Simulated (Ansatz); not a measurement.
**Be (P6_3/mmc, 2 atoms in the cell) under biaxial strain in the (0001) plane, that of a and b**

Aim: how do the optical modes of Be (P6_3/mmc, 2 atoms in the cell) shift and split under this strain?

Method: DFT LDA, scalar-relativistic, plane waves, PAW; PAW set soft_1, in Ansatz 0.2.0.

## 1. Set-up

Symmetry: P6_3/mmc, No. 194, hexagonal system. Conventional cell: a = 2.285 Å, b = 2.285 Å, c = 3.584 Å, α = 90.00°, β = 90.00°, γ = 120.00°. Nearest to Be lie 12 Be at 2.23 to 2.29 Å.

## 2. A rough relaxation first

A rough relaxation comes first, because large forces or stress need no tight tolerances yet.

File input.yaml:

```yaml
crystal:
  lattice:
    - [2.2853, 0.0, 0.0]
    - [-1.14265, 1.9791278553, 0.0]
    - [0.0, 0.0, 3.5842]
  atoms:
    - { symbol: Be, position: [0.33333333, 0.66666667, 0.25] }
    - { symbol: Be, position: [0.66666667, 0.33333333, 0.75] }
kpoints:
  mp_grid: { grid: [9, 9, 6] }
hamiltonian:
  xc: lda
  pseudopotentials: { kind: paw, azcp: { folder: soft_1 }, xc_functional: pbe }
scf:
  occupations: { method: gaussian, width: 0.1 }
output:
  forces: true
  stress: true
  eigenvalues: true
relax:
  adjacent_minimum: "off"
  f_tol: 0.05
  max_steps: 80
  cell: { stress_tol: 0.5 }
```

On the command line:

```sh
$ ansatz run input.yaml --threads 4 --pin off --max-ram 10240MiB --backend cpu --events-out ev --progress --plain --runs-dir out
```

Numbers of over 12 decimals in the logs are rounded to 6 here.

The log of the run:

```text
The last accepted step is kept in <dir> (removed where the run ends without a failure and the disk answers)
Engine: ansatz 0.2.0, aarch64-unknown-linux-gnu
Pseudopotentials: kind: paw
Pseudopotential: Be, paw, valence charge 2, recommended cutoff 420 eV (normal), soft_1/Be.paw.azcp
Functional definition: SPW92
  exchange = slater_x
  correlation = pw_c
Crystal: 2 atoms, lattice volume = 16.211 Å³
[...]
--- Relaxed structure (4 steps of the walk, 4 accepted, 1 SCFs on fresh bases) ---
  F+E_penalty+E_count = -176.48644765 eV   max|allowed force component| = 1.388e-16 eV/Å   (the final SCF, on the basis selected at the relaxed cell)
  cell:  # Å, volume = 15.1019 Å³
    - [2.235361, 0, 0]
    - [-1.117680, 1.935879, 0]
    - [0, 0, 3.489847]
  atoms:
    - { symbol: Be, position: [0.333333, 0.666667, 0.25] }
    - { symbol: Be, position: [0.666667, 0.333333, 0.750000] }
[key lines of the parts left out:]
SCF converged after 2 iterations
Free energy (F): -176.486448 eV
Fermi energy:    8.028378 eV
P = ⅓ Tr σ = -0.0079 GPa (-0.079 kbar)
```

Wall time 0.68 s (4 threads of Arm Neoverse V2, shared host); peak memory 0.24 GiB; 1.9 s of CPU time.

The steps of the relaxation:

```csv
step,energy less that of the first step (eV),largest force component (eV/Å),pressure (GPa),volume (Å³)
1,0.0000,0.0000,-8.36,16.21
2,-0.0254,0.0000,-3.75,15.56
3,-0.0308,0.0000,0.40,15.05
4,-0.0309,0.0000,0.00,15.10
5*,-0.0308,0.0000,-0.01,15.10
```

Relaxation steps marked * repeat the geometry before them on a plane-wave basis chosen anew for their cell, so energy and pressure can jump there.

Forces are held to the 24 operations that the run works with; a distortion that breaks them can't arise in this run.

| conventional cell, symmetrised | before | after | change |
| --- | --- | --- | --- |
| a (Å) | 2.285 | 2.235 | -2.2 % |
| b (Å) | 2.285 | 2.235 | -2.2 % |
| c (Å) | 3.584 | 3.490 | -2.6 % |
| volume (Å³/atom) | 8.11 | 7.55 | -6.8 % |

The relaxed structure:

```
Be
1.0
     2.23536    0.00000    0.00000
    -1.11768    1.93588    0.00000
     0.00000    0.00000    3.48985
Be
2
Direct
  0.33333 0.66667 0.25000
  0.66667 0.33333 0.75000
```

This step gave:

- pressure: -0.007933 GPa
- volume per atom: 7.551 Å³
- gap on the k-mesh: 0 eV

In this step the volume went from 8.11 to 7.55 Å³/atom.

## 3. Bringing the structure to rest

The cell and atoms are relaxed, since residual forces and stress would shift the frequencies.

input.yaml, the sections that differ from step 2:

```yaml
crystal:
  lattice:
    - [2.2353605474, 0.0, 0.0]
    - [-1.1176802737, 1.9358790206, 0.0]
    - [0.0, 0.0, 3.4898465795]
  atoms:
    - { symbol: Be, position: [0.3333333333, 0.6666666667, 0.25] }
    - { symbol: Be, position: [0.6666666667, 0.3333333333, 0.75] }
kpoints:
  mp_grid: { grid: [21, 21, 12] }
relax:
  adjacent_minimum: "off"
  f_tol: 0.005
  max_steps: 80
  cell: { stress_tol: 0.05 }
# hamiltonian, scf, output: as in step 2
```

The log of the run:

```text
[...]
Crystal: 2 atoms, lattice volume = 15.102 Å³
Basis set: ecut = 420 eV, 299 PW (Γ)
Bands: 6, of which v1, the nominal top of the filled ones, is band 2 counted from 1 (1 counted from 0)
Symmetry: 24 space group operations
[...]
k-points: 336 of 5292
[...]
P = ⅓ Tr σ = -0.0047 GPa (-0.047 kbar)
--- Band table (eV; the first three rows and the last of 336) ---
[...]
--- Relaxed structure (3 steps of the walk, 3 accepted, 1 SCFs on fresh bases) ---
[...]
cell:  # Å, volume = 15.0885 Å³
    - [2.225970, 0.0, 0.0]
    - [-1.112985, 1.927746, 0.0]
    - [0.0, 0.0, 3.516224]
  atoms:
    - { symbol: Be, position: [0.333333, 0.666667, 0.250000] }
    - { symbol: Be, position: [0.666667, 0.333333, 0.750000] }
[key lines of the parts left out:]
SCF converged after 3 iterations
Free energy (F): -176.466554 eV
Fermi energy:    8.401145 eV
```

It took 2.2 s on 4 threads; peak memory 0.32 GiB.

Relaxation path:

| step | energy less that of the first step (eV) | largest force component (eV/Å) | pressure (GPa) | volume (Å³) |
| --- | --- | --- | --- | --- |
| 1 | 0.0000 | 0.0000 | 0.03 | 15.10 |
| 2 | -0.0016 | 0.0000 | -0.02 | 15.09 |
| 3 | -0.0016 | 0.0000 | 0.00 | 15.09 |
| 4* | -0.0016 | 0.0000 | 0.00 | 15.09 |

Relaxation steps marked * repeat the geometry before them on a plane-wave basis chosen anew for their cell, so energy and pressure can jump there.

The run keeps the 24 symmetry operations that it works with, so distortions that break them were not tested.

```
conventional cell, symmetrised  before  after  change
                         a (Å)   2.235  2.226  -0.4 %
                         b (Å)   2.235  2.226  -0.4 %
                         c (Å)   3.490  3.516  +0.8 %
              volume (Å³/atom)    7.55   7.54  -0.1 %
```

Final coordinates:

```cif
data_structure
_symmetry_space_group_name_H-M 'P 1'
_symmetry_Int_Tables_number 1
_cell_length_a 2.2260
_cell_length_b 2.2260
_cell_length_c 3.5162
_cell_angle_alpha 90.000
_cell_angle_beta 90.000
_cell_angle_gamma 120.000
_cell_volume 15.09
loop_
_atom_site_label
_atom_site_type_symbol
_atom_site_fract_x
_atom_site_fract_y
_atom_site_fract_z
_atom_site_occupancy
Be1 Be 0.33333 0.66667 0.25000 1
Be2 Be 0.66667 0.33333 0.75000 1
```

Numbers from this step:

```yaml
pressure: -0.004651 GPa
volume_per_atom: 7.544 Å³
```

In this step the volume went from 7.55 to 7.54 Å³/atom.

## 4. Tight relaxation

Phonons need small forces and stress, so the relaxation is finished with tight tolerances on 24×24×12 k points.

input.yaml, the sections that differ from step 3:

```yaml
crystal:
  lattice:
    - [2.2259697348, 0.0, 0.0]
    - [-1.1129848674, 1.9277463384, 0.0]
    - [0.0, 0.0, 3.5162244346]
  atoms:
    - { symbol: Be, position: [0.3333333333, 0.6666666667, 0.25] }
    - { symbol: Be, position: [0.6666666667, 0.3333333333, 0.75] }
kpoints:
  mp_grid: { grid: [24, 24, 12] }
scf:
  occupations: { method: methfessel_paxton, width: 0.2 }
relax:
  adjacent_minimum: "off"
  f_tol: 0.001
  max_steps: 60
  cell: { stress_tol: 0.01 }
# hamiltonian, output: as in step 3
```

The log of the run:

```text
[...]
Crystal: 2 atoms, lattice volume = 15.088 Å³
Basis set: ecut = 420 eV, 299 PW (Γ)
Bands: 6, of which v1, the nominal top of the filled ones, is band 2 counted from 1 (1 counted from 0)
Symmetry: 24 space group operations
[...]
k-points: 427 of 6912
[...]
P = ⅓ Tr σ = 0.0067 GPa (0.067 kbar)
--- Band table (eV; the first three rows and the last of 427) ---
[...]
--- Relaxed structure (3 steps of the walk, 3 accepted, 1 SCFs on fresh bases) ---
[...]
cell:  # Å, volume = 15.0929 Å³
    - [2.227825, 0, 0]
    - [-1.113912, 1.929353, 0]
    - [0, 0, 3.511387]
  atoms:
    - { symbol: Be, position: [0.333333, 0.666667, 0.25] }
    - { symbol: Be, position: [0.666667, 0.333333, 0.75] }
[key lines of the parts left out:]
SCF converged after 3 iterations
Free energy (F): -176.467709 eV
Fermi energy:    8.326948 eV
```

The job ended after 2.7 s (4 threads; peak memory 0.34 GiB; 9.7 s of CPU time).

Relaxation path:

| step | energy less that of the first step (eV) | largest force component (eV/Å) | pressure (GPa) | volume (Å³) |
| --- | --- | --- | --- | --- |
| 1 | 0.0000 | 0.0000 | 0.02 | 15.09 |
| 2 | -0.0001 | 0.0000 | 0.02 | 15.09 |
| 3 | -0.0001 | 0.0000 | 0.01 | 15.09 |
| 4* | -0.0001 | 0.0000 | 0.01 | 15.09 |

Relaxation steps marked * repeat the geometry before them on a plane-wave basis chosen anew for their cell, so energy and pressure can jump there.

Forces are held to the 24 operations that the run works with; a distortion that breaks them can't arise in this run.

| conventional cell, symmetrised | before | after | change |
| --- | --- | --- | --- |
| a (Å) | 2.226 | 2.228 | +0.1 % |
| b (Å) | 2.226 | 2.228 | +0.1 % |
| c (Å) | 3.516 | 3.511 | -0.1 % |
| volume (Å³/atom) | 7.54 | 7.55 | +0.0 % |

Final coordinates:

```cif
data_structure
_symmetry_space_group_name_H-M 'P 1'
_symmetry_Int_Tables_number 1
_cell_length_a 2.2278
_cell_length_b 2.2278
_cell_length_c 3.5114
_cell_angle_alpha 90.000
_cell_angle_beta 90.000
_cell_angle_gamma 120.000
_cell_volume 15.09
loop_
_atom_site_label
_atom_site_type_symbol
_atom_site_fract_x
_atom_site_fract_y
_atom_site_fract_z
_atom_site_occupancy
Be1 Be 0.33333 0.66667 0.25000 1
Be2 Be 0.66667 0.33333 0.75000 1
```

This step gave:

```yaml
pressure: 0.006712 GPa
volume_per_atom: 7.546 Å³
```

The forces vanish by symmetry and the pressure is 0.007 GPa, within the tolerances set. The cell now holds 7.55 Å³/atom.

## 5. Zone-centre response at rest

Phonons follow from the second derivative of the energy, found here by linear response.

The modes at rest are the reference of the series.

input.yaml, the sections that differ from step 4:

```yaml
crystal:
  lattice:
    - [2.2278249395, 0.0, 0.0]
    - [-1.1139124697, 1.9293529928, 0.0]
    - [0.0, 0.0, 3.5113866065]
  atoms:
    - { symbol: Be, position: [0.3333333333, 0.6666666667, 0.25] }
    - { symbol: Be, position: [0.6666666667, 0.3333333333, 0.75] }
output:
  eigenvalues: true
phonons:
  method: dfpt
# kpoints, hamiltonian, scf: as in step 4
# relax: removed
```

The log of the run:

```text
zone centre: on kpoints.mp_grid the ground state, and the responses unless they are solved on pairs of k-points, stand on 1099 of the mesh's 6912 k-points, reduced under 4 symmetry operations, with k and −k counted as one. Each operation leaves every solved displacement unchanged or reverses it
[...]
Crystal: 2 atoms, lattice volume = 15.093 Å³
Basis set: ecut = 420 eV, 299 PW (Γ), exchange–correlation on 30×30×48 points (8 copies of the dense FFT grid, shifted against one another)
Bands: 6, of which v1, the nominal top of the filled ones, is band 2 counted from 1 (1 counted from 0)
Symmetry: 24 space group operations
k-points: 1099 of 6912 (irreducible under 4 space group operations, time reversal used)
[...]
SCF iter   1: F=—  HF=-176.467323 eV  |F-HF|=—  |Δ(HF+E_count)|=         —  Δρ=1.54e-2  dr2=2.59e-2  ethr=3.10e-3  ⟨swp⟩=4.7  Hψ=54210  notcnv=0
[...]
SCF iter   6: F=-176.467710 eV  HF=-176.467710 eV  |F-HF|=5.97e-13  |Δ(HF+E_count)|=  4.93e-11  S|Δr|=    0.00e0  Δρ=2.15e-7  dr2=4.93e-12  ethr=1.00e-12  ⟨swp⟩=4.7  Hψ=17733  notcnv=0
[...]
SCF 1 converged in 6 iterations: F = -176.467710 eV  dr2 = 4.93e-12
[...]
DFPT response loops at Γ: preconditioner auto → Kerker (q_TF=auto, 2.187 Å⁻¹) (partly filled bands, converged f_vac=0.000); β = 1.00, the filter's whole step (`scf.mixing.beta` (0.50) is not read by the response loops under this deck's `scf.mixing.preconditioner`; to damp them name `kerker` or `kerker_dos`, under which they read `scf.mixing.beta`, and type it under 1.00, their step now; both keys bind the ground state too); Broyden in place of MSR1
SCF converged after 6 iterations
[...]
Free energy (F): -176.467710 eV
[...]
Internal energy: -176.467247 eV  (E = F + TS)
E sigma→0 (E₀):  -176.467594 eV
Entropy (-TS):   -0.000462 eV (-0.231 meV/atom)
Fermi energy:    8.326947 eV
[...]
--- Band table (eV; the first three rows and the last of 1099) ---
[...]
--- Phonons (Γ-DFPT): 2 representative perturbations + reference, on 1099 of 6912 k-points (Σ response iterations 6) ---
  k mesh reduced under 4 symmetry operations, with k and −k counted as one. Each operation leaves every solved displacement unchanged or reverses it
  ASR residual: 2.914e-5 → 0.000e0 eV/Å²; symmetrization residual: 1.584e-11 eV/Å²
  ASR residual per site (eV/Å²): 2.91e-5 2.91e-5
  Γ frequencies (cm⁻¹): 0.00 0.00 0.00 478.27 478.27 715.09
  non-analytic LO–TO correction: not included (Born effective charges unavailable; polar crystals: no LO–TO splitting at Γ)
```

Wall time 4.7 s (4 threads); peak memory 0.57 GiB.

In the SCF lines HF is the Harris–Foulkes energy and dr2 the Hartree energy of the density residual, in eV; the loop may stop once dr2 is under the threshold and the program's other checks hold. Hψ counts applications of the Hamiltonian.

Numbers from this step:

```
sum-rule residual before enforcement                    : 2.91e-5 eV/Å²
point group                                             : 6/mmm
highest optical mode at the zone centre (no LO-TO term) : 715.1 cm⁻¹
lowest optical zone-centre mode                         : 478.3 cm⁻¹
```

Patterns of degenerate modes are one choice out of their space. Modes at Γ:

```
mode  frequency (cm⁻¹)  symmetry
   1               0.0  acoustic
   2               0.0  acoustic
   3               0.0  acoustic
   4             478.3       E2g
   5             478.3       E2g
   6             715.1       B1g
```

Displacements in mode 5 (478.3 cm⁻¹), the largest set to 1:
```
Be1  1.00  0.00  0.00
Be2 -1.00  0.00  0.00
```

Displacements in mode 6 (715.1 cm⁻¹), the largest set to 1:
```
Be1  0.00  0.00  1.00
Be2  0.00  0.00 -1.00
```

Before it was imposed, the acoustic sum rule was missed by 2.9e-5 eV/Å². Small misses are needed for a sound result but don't prove that mesh and cutoff are converged. The lowest optical mode is real, 478 cm⁻¹.

## 6. Relaxation of a member: biaxial strain of +4 % in the (0001) plane, that of a and b

The cell takes a biaxial strain of +4 % in the (0001) plane, that of a and b. The strained lengths are held, while the rest of the cell and the atoms relax.

input.yaml, the sections that differ from step 5:

```yaml
crystal:
  lattice:
    - [2.3169379371, 0.0, 0.0]
    - [-1.1584689685, 2.0065271125, 0.0]
    - [0.0, 0.0, 3.500924834]
  atoms:
    - { symbol: Be, position: [0.3333333333, 0.6666666667, 0.25] }
    - { symbol: Be, position: [0.6666666667, 0.3333333333, 0.75] }
output:
  forces: true
  stress: true
  eigenvalues: true
relax:
  adjacent_minimum: "off"
  f_tol: 0.001
  max_steps: 60
  cell: { stress_tol: 0.01, fix: [a, b, gamma] }
# kpoints, hamiltonian, scf: as in step 5
# phonons: removed
```

The log of the run:

```text
[...]
Crystal: 2 atoms, lattice volume = 16.276 Å³
Basis set: ecut = 420 eV, 311 PW (Γ)
Bands: 6, of which v1, the nominal top of the filled ones, is band 2 counted from 1 (1 counted from 0)
Symmetry: 24 space group operations
[...]
k-points: 427 of 6912
[...]
P = ⅓ Tr σ = -7.9151 GPa (-79.151 kbar)
--- Band table (eV; the first three rows and the last of 427) ---
[...]
--- Relaxed structure (3 steps of the walk, 3 accepted, 1 SCFs on fresh bases) ---
[...]
cell:  # Å, volume = 16.2520 Å³
    - [2.316938, -2.8867511162808287e-11, 0.0]
    - [-1.158469, 2.006527, 0.0]
    - [0.0, 0.0, 3.495810]
  atoms:
    - { symbol: Be, position: [0.333333, 0.666667, 0.250000] }
    - { symbol: Be, position: [0.666667, 0.333333, 0.75] }
[key lines of the parts left out:]
SCF converged after 3 iterations
Free energy (F): -176.418832 eV
Fermi energy:    7.524254 eV
```

It took 2.9 s on 4 threads; peak memory 0.34 GiB; 10 s of CPU time.

The steps of the relaxation:

```
step  energy less that of the first step (eV)  largest force component (eV/Å)  pressure (GPa)  volume (Å³)
   1                                   0.0000                          0.0000           -8.10        16.28
   2                                   0.0000                          0.0000           -7.97        16.26
   3                                   0.0000                          0.0000           -7.91        16.25
  4*                                   0.0000                          0.0000           -7.92        16.25
```

Relaxation steps marked * repeat the geometry before them on a plane-wave basis chosen anew for their cell, so energy and pressure can jump there.

Forces are held to the 24 operations that the run works with; a distortion that breaks them can't arise in this run.

| conventional cell, symmetrised | before | after | change |
| --- | --- | --- | --- |
| a (Å) | 2.317 | 2.317 | -0.0 % |
| b (Å) | 2.317 | 2.317 | -0.0 % |
| c (Å) | 3.501 | 3.496 | -0.1 % |
| volume (Å³/atom) | 8.14 | 8.13 | -0.1 % |

Final coordinates:

```
Be
1.0
     2.31694    0.00000    0.00000
    -1.15847    2.00653    0.00000
     0.00000    0.00000    3.49581
Be
2
Cartesian
  0.0000 1.3377 0.8740
  1.1585 0.6688 2.6219
```

This step gave:

* pressure: -7.915 GPa
* volume per atom: 8.126 Å³

The forces vanish by symmetry.

## 7. Zone-centre modes of the member: biaxial strain of +4 % in the (0001) plane, that of a and b

The zone-centre modes follow for biaxial strain of +4 % in the (0001) plane, that of a and b.

input.yaml, the sections that differ from step 6:

```yaml
crystal:
  lattice:
    - [2.3169379371, 0.0, 0.0]
    - [-1.1584689685, 2.0065271125, 0.0]
    - [0.0, 0.0, 3.4958096712]
  atoms:
    - { symbol: Be, position: [0.3333333333, 0.6666666667, 0.25] }
    - { symbol: Be, position: [0.6666666667, 0.3333333333, 0.75] }
output:
  eigenvalues: true
phonons:
  method: dfpt
# kpoints, hamiltonian, scf: as in step 6
# relax: removed
```

The log of the run:

```text
[...]
Crystal: 2 atoms, lattice volume = 16.252 Å³
Basis set: ecut = 420 eV, 311 PW (Γ), exchange–correlation on 32×32×48 points (8 copies of the dense FFT grid, shifted against one another)
Bands: 6, of which v1, the nominal top of the filled ones, is band 2 counted from 1 (1 counted from 0)
Symmetry: 24 space group operations
k-points: 1099 of 6912 (irreducible under 4 space group operations, time reversal used)
[...]
SCF iter   1: F=—  HF=-176.422359 eV  |F-HF|=—  |Δ(HF+E_count)|=         —  Δρ=1.59e-2  dr2=3.22e-2  ethr=3.10e-3  ⟨swp⟩=4.7  Hψ=54156  notcnv=0
[...]
SCF iter   6: F=-176.418833 eV  HF=-176.418833 eV  |F-HF|=1.34e-12  |Δ(HF+E_count)|=  5.99e-11  S|Δr|=    0.00e0  Δρ=2.72e-7  dr2=9.31e-12  ethr=1.00e-12  ⟨swp⟩=3.9  Hψ=22836  notcnv=0
SCF 1 converged in 6 iterations: F = -176.418833 eV  dr2 = 9.31e-12
[...]
SCF converged after 6 iterations
[...]
Free energy (F): -176.418833 eV
[...]
Internal energy: -176.419310 eV  (E = F + TS)
E sigma→0 (E₀):  -176.418952 eV
Entropy (-TS):   0.000477 eV (0.239 meV/atom)
Fermi energy:    7.524254 eV
[...]
--- Band table (eV; the first three rows and the last of 1099) ---
[...]
ASR residual: 2.819e-5 → 0.000e0 eV/Å²; symmetrization residual: 1.027e-11 eV/Å²
  ASR residual per site (eV/Å²): 2.82e-5 2.82e-5
  Γ frequencies (cm⁻¹): 0.00 0.00 0.00 473.76 473.76 691.10
[...]
```

Elapsed: 5.1 s, on 4 threads; peak memory 0.59 GiB; 17 s of CPU time.

This step gave:

```
sum-rule residual before enforcement                    : 2.82e-5 eV/Å²
highest optical mode at the zone centre (no LO-TO term) : 691.1 cm⁻¹
lowest optical zone-centre mode                         : 473.8 cm⁻¹
```

Patterns of degenerate modes are one choice out of their space. Modes at Γ:

| mode | frequency (cm⁻¹) | symmetry |
| --- | --- | --- |
| 1 | 0.0 | acoustic |
| 2 | 0.0 | acoustic |
| 3 | 0.0 | acoustic |
| 4 | 473.8 | E2g |
| 5 | 473.8 | E2g |
| 6 | 691.1 | B1g |

The lowest optical mode is real, 474 cm⁻¹, and the highest lies at 691.1 cm⁻¹.

Between step 5 and this run (strain 4 %) the value for the highest optical mode at the zone centre (no LO-TO term) moves from 715 cm⁻¹ to 691 cm⁻¹ (-3 %).

(Part 1 of 2 ends here.)

[Logs are printed without paths, hosts, clocks, repeated set-up lines and the standing remarks that a program may print on its own settings, such as how far it seeks lower states.]

[Hosts, paths, dates, database ids (printed as entryN), source tags and the programs' standing remarks are cut or masked in the printed files.]
